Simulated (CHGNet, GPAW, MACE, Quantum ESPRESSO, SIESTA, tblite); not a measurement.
# How far do other methods lie from plane waves? AlN(11-20)/C(110) interface (80 atoms)

Aim: forces of AlN(11-20)/C(110) interface (80 atoms) at one geometry, from other programs and methods, against plane-wave PBE.

Results are calculated, not measured.

### 1. The cell

The cell holds 80 atoms (16 Al, 16 N and 48 C), with edges of 10.74, 5.01 and 22.27 Å. Recipe: wurtzite AlN(11-20), 4 repeat layers, 2 surface cells, strained -0.37 and +0.63 %; diamond-structure C(110), 4 layers, 6 cells, +0.37 and -0.62 %; outer planes 1.82 Å apart, 12 Å of vacuum above; not relaxed, displaced by a Gaussian of 0.02 Å. Then every atom was moved at random, 0.03 Å r.m.s. a Cartesian component.

### 2. The reference input

Quantum ESPRESSO 7.5: Kohn-Sham DFT, PBE, SSSP efficiency 1.3.0 pseudopotentials, plane waves. Its input, pw.in:

```
&control
  calculation = 'scf'
  pseudo_dir = './pseudo'
  outdir = './tmp'
  disk_io = 'none'
  tprnfor = .true.
/
&system
  ibrav = 0
  nat = 80
  ntyp = 3
  ecutwfc = 60
  ecutrho = 480
  nosym = .true.
  occupations = 'smearing'
  smearing = 'fd'
  degauss = 0.003675
/
&electrons
  conv_thr = 4.0e-07
  electron_maxstep = 100
  mixing_beta = 0.2
  mixing_mode = 'local-TF'
  diagonalization = 'david'
/
ATOMIC_SPECIES
Al 26.982 Al.upf
N 14.007 N.upf
C 12.011 C.upf
CELL_PARAMETERS angstrom
10.74060 0.00000 0.00000
0.00000 5.01320 0.00000
0.00000 0.00000 22.27049
ATOMIC_POSITIONS crystal
Al 0.50247 0.00127 0.26858
N 0.33364 0.13349 0.27013
Al 0.32859 0.50945 0.26882
N 0.50519 0.61003 0.26900
[... 74 atom lines left out ...]
C 0.59702 0.52930 0.73510
C 0.68144 0.77495 0.72905
K_POINTS gamma
```

```console
$ OMP_NUM_THREADS=1 mpirun -np 4 pw.x -in pw.in > output.txt
```

Elapsed: 8.6 min, on 4 MPI ranks of Arm Neoverse N1, shared host; peak memory 3.5 GiB.

It converged with an r.m.s. force component of 1.8 eV/Å.

### 3. The other programs

- CHGNet: machine-learned potential, published weights.
- GPAW 26.7.0: PAW with atomic orbitals (LCAO), plane waves or a real-space grid of spacing h.
- MACE: machine-learned potential, published weights.
- Quantum ESPRESSO 7.5: plane waves; labels (QE) give functional, pseudopotential set and cutoffs of waves/density.
- SIESTA 5.4.2: numerical atomic orbitals, whose automatically made sets are far from complete, with PseudoDojo norm-conserving potentials that we converted to its format (checked against plane waves on the same files for H, C, O, Si, Ge and Ca alone); labels give functional, basis size, energy shift and mesh cutoff.
- tblite 0.8.0: extended tight binding, driven from Python.

All use the same cell and atoms, and the electronic-structure runs the same k-mesh.

### 4. All runs compared

Differences are against the reference: forces as r.m.s. over components, share as that over the reference's r.m.s. force, slope as the fitted ratio of a run's forces to the reference's.

```csv
run,"Δ force, r.m.s. (meV/Å)",share (%),slope,cores,CPU time,memory (GiB)
reference,-,-,-,4,34 min,3.5
CHGNet r2SCAN potential,785,43.0,0.818,1,8.4 s,2.5
"GPAW PBE, LCAO dzp, h 0.15 Å",132,7.25,0.980,2,23 min,2.5
"GPAW PBE, LCAO dzp, h 0.18 Å",135,7.40,0.980,1,15 min,1.4
"GPAW PBE, LCAO dzp, h 0.18 Å, other mixer settings",135,7.38,0.981,2,18 min,1.6
MACE MP-0b2 small potential,658,36.1,0.817,1,11 s,0.67
MACE MPA-0 medium potential,654,35.8,0.743,1,14 s,1.2
"QE PBE, gbrv-1.5, 40/200 Ry",10.8,0.594,1.001,2,10 min,0.93
"SIESTA PBE, DZ, shift 0.01 Ry, mesh 500 Ry (coarse)",318,17.4,0.992,2,10 min,1.5
tblite GFN1-xTB,608,33.3,0.846,1,7.7 s,0.12
```

Rows marked coarse were listed beforehand as settings not expected to be converged; some can still land near the reference.

Times of the machine-learned potentials are mostly Python's start and the loading of weights.

Runs without a result: SIESTA PBE, DZP, shift 0.01 Ry, mesh 500 Ry (cut off at its time limit); SIESTA PBE, SZP, shift 0.01 Ry, mesh 500 Ry (cut off at its time limit).

CPU time is summed over cores on shared hosts, so it is rough.

### 5. Findings

Forces lie from 0.59 % (QE PBE, gbrv-1.5, 40/200 Ry) to 43 % (CHGNet r2SCAN potential) of the reference's r.m.s. force of 1.8 eV/Å away from it. Other PBE runs on plane waves or a grid: QE PBE, gbrv-1.5, 40/200 Ry 0.59 % of the r.m.s. force; the reference has errors of its own, so differences under a few per cent don't tell which side is nearer the exact PBE result. The PBE runs in local orbitals, coarse settings apart, differ by 7.3 % (GPAW PBE, LCAO dzp, h 0.15 Å) to 7.4 % (GPAW PBE, LCAO dzp, h 0.18 Å); basis, grid and potentials can all enter. Tight binding differs by 33 % (tblite GFN1-xTB); it is another model, with fitted parameters of its own, and the xTB methods hold dispersion.

Machine-learned potentials differ by 36 % (MACE MPA-0 medium potential) to 43 % (CHGNet r2SCAN potential); they were trained on other programs' data, some at another functional. The reference samples few k-points for this cell, and its sampling error, which other DFT runs on the same mesh share, can be part of so large a difference. Among those trained on PBE data the slope goes as low as 0.74, which softening far from their training structures can give, though the reference's k-sampling is untested too. Runs with settings chosen to be coarse differ by 17 % (SIESTA PBE, DZ, shift 0.01 Ry, mesh 500 Ry), their programs' other errors included. From GPAW PBE, LCAO dzp, h 0.18 Å to the finer GPAW PBE, LCAO dzp, h 0.15 Å the share goes from 7.40 to 7.25 %, so the grid isn't what parts these runs from the reference.

**Limits.** Periodic xTB results under one method name differ between programs and library versions. Machine-learned potentials mimic data converged in k, so the reference's own k-point error enters their differences. The cell is under 6 Å thick along one periodic direction, so every atom has periodic images of itself close by, which move with it. The host structure and its lattice constant were typed by rule, without a check against the phase diagram. The runs have no spin polarisation, so any moments at edges, vacancies or dangling bonds can't form. The electronic-structure runs sample only Γ, in a cell whose shortest periodic width is 5 Å, which is coarse for a cell with partly filled levels. The slab repeats along its normal with no dipole correction. Where levels are smeared, the DFT runs use Fermi–Dirac occupations at 580 K (0.05 eV), and energies are free energies. The atoms were displaced at random, and shares hang on the size of the forces that this gives. The reference's cutoffs and mesh weren't converged further here.

[Logs are printed without paths, hosts, clocks, repeated set-up lines and the standing remarks that a program may print on its own settings, such as how far it seeks lower states.]

[Hosts, paths, dates, database ids (printed as entryN), source tags and the programs' standing remarks are cut or masked in the printed files.]

[Cells were taken only where this reference lay near another plane-wave run.]
